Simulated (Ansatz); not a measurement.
# Hf (Im-3m, 1 atom in the cell): a soft mode frozen in

Aim: this structure of Hf (Im-3m, 1 atom in the cell) is to be tested for unstable modes, and one is followed downhill.

Program: Ansatz 0.2.0. Level of theory: DFT LDA, scalar-relativistic, plane waves, norm-conserving pseudopotentials. Results are calculated unless marked as measured.

Report form: the programs' logs are mostly left out.

This is not the structure that Hf takes at ambient pressure and room temperature (hexagonal, No. 194); it is a model or a phase of other conditions.

## 1. Set-up

It takes space group Im-3m (No. 229, cubic). The conventional cell has a = 3.429 Å, b = 3.429 Å, c = 3.429 Å, α = 90.00°, β = 90.00°, γ = 90.00°. Hf has 8 Hf at 2.97 Å nearest.

## 2. The dispersion

The cell comes from relaxations at this level that are not shown. Stability and thermal properties need the whole zone. Linear response on a 4×4×4 q mesh gives force constants as far as a supercell of that size would.

The input, input.yaml:

```yaml
crystal:
  lattice:
    - [-1.7144954714, 1.7144954714, 1.7144954714]
    - [1.7144954714, -1.7144954714, 1.7144954714]
    - [1.7144954714, 1.7144954714, -1.7144954714]
  atoms:
    - { symbol: Hf, position: [0.0, 0.0, 0.0] }
kpoints:
  mp_grid: { grid: [16, 16, 16] }
hamiltonian:
  xc: lda
  pseudopotentials: { kind: nc }
scf:
  occupations: { method: methfessel_paxton, width: 0.15 }
output:
  eigenvalues: true
phonons:
  method: dfpt
  qmesh: [4, 4, 4]
  temperatures: { t_max: 1000, t_step: 50 }
  qpath:
    path:
      - [[0.0, 0.0, 0.0], [0.5, -0.5, 0.5], [0.0, 0.0, 0.5], [0.0, 0.0, 0.0], [0.25, 0.25, 0.25], [0.5, -0.5, 0.5]]
      - [[0.25, 0.25, 0.25], [0.0, 0.0, 0.5]]
    npoints: 10
```

The run is started by

```
> ansatz run input.yaml --threads 4 --pin off --max-ram 7168MiB --backend cpu --events-out ev --progress --plain --runs-dir out
```

It took 4.6 min on 4 threads of Arm Neoverse N1, shared host; peak memory 4 GiB.

Numbers from this step:

* volume per atom: 20.16 Å³
* gap on the k-mesh: 0 eV
* sum-rule residual before enforcement: 7.40e-5 eV/Å²
* lowest frequency on the path: -85.27 cm⁻¹
* highest frequency on the path or at a solved wavevector: 140.8 cm⁻¹
* lowest mode on the q mesh (acoustic modes at Γ apart): -85.24 cm⁻¹

Frequencies (cm⁻¹) solved at each irreducible wavevector; negative means imaginary. Frequencies by wavevector, by row:

```csv
q in reciprocal lattice units,star,mode 1,mode 2,mode 3
0 0 0,1,0,0,0
0 0 0.25,12,-41.7,54.2,94.2
0 0 -0.5,6,-85.2,82,85.5
0 0.25 0.25,24,-53.6,58.1,110.4
0.25 0.25 0.25,2,-28,-28,-28
0.25 0.25 -0.25,6,71.5,87.3,87.3
0.25 -0.5 -0.5,12,97.3,116.3,118.2
-0.5 -0.5 -0.5,1,140.8,140.8,140.8
```

Interpolated from a 4×4×4 q mesh. The phonon branches at the labelled points (cm⁻¹):

```csv
point,branch 1,branch 2,branch 3
Γ,0,0,0
halfway,72,87,87
H,141,141,141
halfway,97,116,118
N,-85,82,86
halfway,-42,54,94
Γ,0,0,0
halfway,-39,-39,120
P,-28,-28,-28
halfway,75,109,109
H,141,141,141
jump to P,-28,-28,-28
halfway,-83,65,86
N,-85,82,86
```

Symmetry leaves 8 wavevectors to solve. The lowest mode among them, the acoustic zeros apart, lies at q = (0, 0, -0.5) and is imaginary, 85.2i cm⁻¹, so the energy falls along it.

## 3. The mode frozen in, largest atomic shift 0 Å

The mode followed lies at q = (0, 0.25, 0.25) with frequency 53.6i cm⁻¹, one of the unstable modes though not the softest. At small amplitude the distorted cell has space group no. 11 by a symmetry search on the positions. The undistorted cell that holds it gives the zero of energy on the same k mesh.

System of this step: Hf. Symmetry: Im-3m, No. 229, cubic system. Conventional cell: a = 3.429 Å, b = 3.429 Å, c = 3.429 Å, α = 90.00°, β = 90.00°, γ = 90.00°. Hf has 8 Hf at 2.97 Å nearest.

input.yaml, the sections that differ from step 2:

```yaml
crystal:
  lattice:
    - [-1.7144954714, 1.7144954714, 1.7144954714]
    - [0.0, -3.4289909427, 3.4289909427]
    - [5.1434864141, 1.7144954714, 1.7144954714]
  atoms:
    - { symbol: Hf, position: [0.0, 0.0, 0.0] }
    - { symbol: Hf, position: [0.75, 0.5, 0.25] }
    - { symbol: Hf, position: [0.5, 0.0, 0.5] }
    - { symbol: Hf, position: [0.25, 0.5, 0.75] }
kpoints:
  mp_grid: { grid: [14, 8, 8] }
output:
  forces: true
  stress: true
  eigenvalues: true
# hamiltonian, scf: as in step 2
# phonons: removed
```

Wall time 58 s (4 threads); peak memory 1.1 GiB; 3.2 min of CPU time.

This step gave:

```yaml
pressure: -0.1555 GPa
energy_from_the_undistorted_cell: 0 meV/atom
```

The run ends at a pressure of -0.16 GPa.

## 4. The mode frozen in, largest atomic shift 0.22 Å

The atoms are moved along the unstable eigenvector, the largest shift by 0.22 Å, with the cell fixed.

input.yaml, the sections that differ from step 3:

```yaml
crystal:
  lattice:
    - [-1.7144954714, 1.7144954714, 1.7144954714]
    - [0.0, -3.4289909427, 3.4289909427]
    - [5.1434864141, 1.7144954714, 1.7144954714]
  atoms:
    - { symbol: Hf, position: [-0.0665245768, 0.0, 0.0120208092] }
    - { symbol: Hf, position: [0.8165245768, 0.5, 0.2379791908] }
    - { symbol: Hf, position: [0.5665245768, 0.0, 0.4879791908] }
    - { symbol: Hf, position: [0.1834754232, 0.5, 0.7620208092] }
# kpoints, hamiltonian, scf, output: as in step 3
```

Wall time 69 s (4 threads); peak memory 1.1 GiB.

Numbers from this step:

| Item | Value |
| --- | --- |
| pressure | 1.385 GPa |
| energy from the undistorted cell | -21.84 meV/atom |

The energy, extrapolated to zero smearing, is -21.84 meV/atom against the undistorted cell.

The run ends at a pressure of 1.39 GPa, with forces up to 0.47 eV/Å.

## 5. Energy along the mode, all amplitudes (two of the runs are shown above)

An imaginary frequency means negative curvature, so the energy should fall and then rise again as anharmonic terms take over.

Numbers from this step:

```
depth at the lowest point sampled  : 21.84 meV/atom
largest atomic shift at that point : 0.22 Å
```

Table of energy from the parent by largest atomic shift:

```csv
largest atomic shift (Å),energy from the parent (meV/atom)
0.000,0
0.040,-1.38
0.080,-4.93
0.140,-13.0
0.220,-21.8
0.320,0.226
0.450,94.6
```

Displacement at unit largest shift by atom:

```csv
atom,x (Å),y (Å),z (Å),size
Hf1,0.799,-0.425,-0.425,1.000
Hf2,-0.799,0.425,0.425,1.000
Hf3,-0.799,0.425,0.425,1.000
Hf4,0.799,-0.425,-0.425,1.000
```

The lowest of the steps tried is at 0.22 Å, 21.8 meV/atom below the parent; the bottom of the well need not coincide with a step.

## 6. Relaxing from the distorted cell

Starting from the lowest point found, all atoms and the cell are let go, so that strain and other modes of the same symmetry can join in.

input.yaml: that of step 4 with these lines changed.

```diff
@@ -21 +21,6 @@
   eigenvalues: true
+relax:
+  adjacent_minimum: "off"
+  f_tol: 0.002
+  max_steps: 120
+  cell: { stress_tol: 0.03 }
```

It took 14 min on 4 threads; peak memory 1.3 GiB; 52 min of CPU time.

Step by step:

```csv
step,energy less that of the first step (eV),largest force component (eV/Å),pressure (GPa),volume (Å³)
1,0.0000,0.4162,1.39,80.64
2,-0.1751,0.5322,-1.94,82.82
3,-0.2899,0.2743,-0.56,82.15
4,-0.3529,0.1723,0.56,81.58
5,-0.3673,0.0399,0.45,81.54
6,-0.3664,0.0577,-0.07,81.89
7,-0.3696,0.0119,-0.01,81.87
8,-0.3698,0.0034,-0.02,81.88
9,-0.3699,0.0023,0.01,81.86
10,-0.3699,0.0001,0.00,81.87
11*,-0.3711,0.0000,0.04,81.87
12,-0.3712,0.0006,0.00,81.90
13*,-0.3712,0.0006,0.00,81.90
```

Relaxation steps marked * repeat the geometry before them on a plane-wave basis chosen anew for their cell, so energy and pressure can jump there. Relaxation step 6 was tried and not accepted.

Forces are held to the 4 operations that the run works with; a distortion that breaks them can't arise in this run.

```csv
cell as run,before,after,change
a (Å),2.970,3.038,+2.3 %
b (Å),4.849,4.754,-2.0 %
c (Å),5.686,5.871,+3.2 %
β (°),100.02,104.99,+5.0 %
volume (Å³/atom),20.16,20.48,+1.6 %
```

The atoms that moved most (Å, as changes of fractional coordinates times the final cell):

```csv
atom,dx,dy,dz,length
Hf2,-0.119,0.247,0.247,0.369
Hf1,0.119,-0.247,-0.247,0.369
Hf3,-0.001,-0.028,-0.028,0.039
Hf4,0.001,0.028,0.028,0.039
```

Numbers from this step:

```
pressure        : -3.50e-4 GPa
volume per atom : 20.48 Å³
```

The distorted start has space group P2_1/m; the relaxation ends in Cmcm.

## 7. Modes of the new phase, k-mesh 14×8×8

A relaxed structure may still be a saddle point, so its zone-centre modes are computed. No field response is asked, since the mesh shows no gap.

input.yaml, the sections that differ from step 6:

```yaml
crystal:
  lattice:
    - [-1.8621428053, 1.6971611796, 1.6971611796]
    - [0.0, -3.3617377468, 3.3617377468]
    - [5.4113616183, 1.6096277808, 1.6096277808]
  atoms:
    - { symbol: Hf, position: [-0.1920979631, 0.0, -0.0091978762] }
    - { symbol: Hf, position: [0.9420979631, 0.5, 0.2591978762] }
    - { symbol: Hf, position: [0.5542914661, 0.0, 0.4835861046] }
    - { symbol: Hf, position: [0.1957085339, 0.5, 0.7664138954] }
output:
  eigenvalues: true
phonons:
  method: dfpt
# kpoints, hamiltonian, scf: as in step 6
# relax: removed
```

Elapsed: 19 min, on 4 threads; peak memory 6.7 GiB.

The run was cut off at the time limit after its SCF cycle had converged; no result of it is taken.

The program's message: “Warning: RAYON_NUM_THREADS=4”

## 8. The phases reached

The phases reached along the modes that were followed are set side by side.

Energies are those of the first relaxation, on the mesh of the frozen mode; space group, volume and gap are those of the last relaxation. Phases, by row:

```csv
mode frozen in,space group,energy from parent (meV/atom),volume (Å³/atom),gap on mesh (eV),lowest zone-centre optical mode (cm⁻¹),largest shift (Å)
parent,Im-3m,0,20.16,0,–,–
"q = (0, 0, -0.5), 85i cm⁻¹",P6_3/mmc,-144.9,20.61,0,76.2,0.449
"q = (0, 0.25, 0.25), 54i cm⁻¹",Cmcm,-114.4,20.48,0,–,0.572
```

## 9. Summary of results

```yaml
unstable_mode_of_the_parent: q = (0, 0.25, 0.25), 54i cm⁻¹
depth_at_the_lowest_point_sampled: 21.8 meV/atom
largest_atomic_shift_at_that_point: 0.22 Å
space_group_reached_within_0p01_a: Cmcm
energy_gained_over_the_parent_first_relaxation_on_the_mesh_of_the_frozen_mode: 114 meV/atom
volume_per_atom_phase_reached: 20.5 Å³
```

What this shows: Along this mode the structure falls into Cmcm, 114 meV/atom below the parent. At the parent's cell the well is 21.84 meV/atom deep on the steps tried, with its lowest point at a shift of 0.22 Å. Relaxing atoms and cell changes the gain by +92.60 meV/atom against the lowest step (energies at zero smearing). Most of the total comes from this relaxation. The modes of the phase reached were not computed on this path. Of the 2 patterns followed to their end from this parent, this one ends 30.5 meV/atom above the lowest, P6_3/mmc. Each path keeps the symmetry of its pattern, so a lower phase may lie along a pattern not tried. With no gap, or one that is small against the smearing, the frequencies hang on the k mesh and the smearing, most of all near Kohn anomalies. Spin-orbit coupling is left out, which can matter for the heavy elements here. A phonon run warned that its eigensolver left some bands unconverged in a pass.

[Logs are printed without paths, hosts, clocks, repeated set-up lines and the standing remarks that a program may print on its own settings, such as how far it seeks lower states.]

[Hosts, paths, dates, database ids (printed as entryN), source tags and the programs' standing remarks are cut or masked in the printed files.]
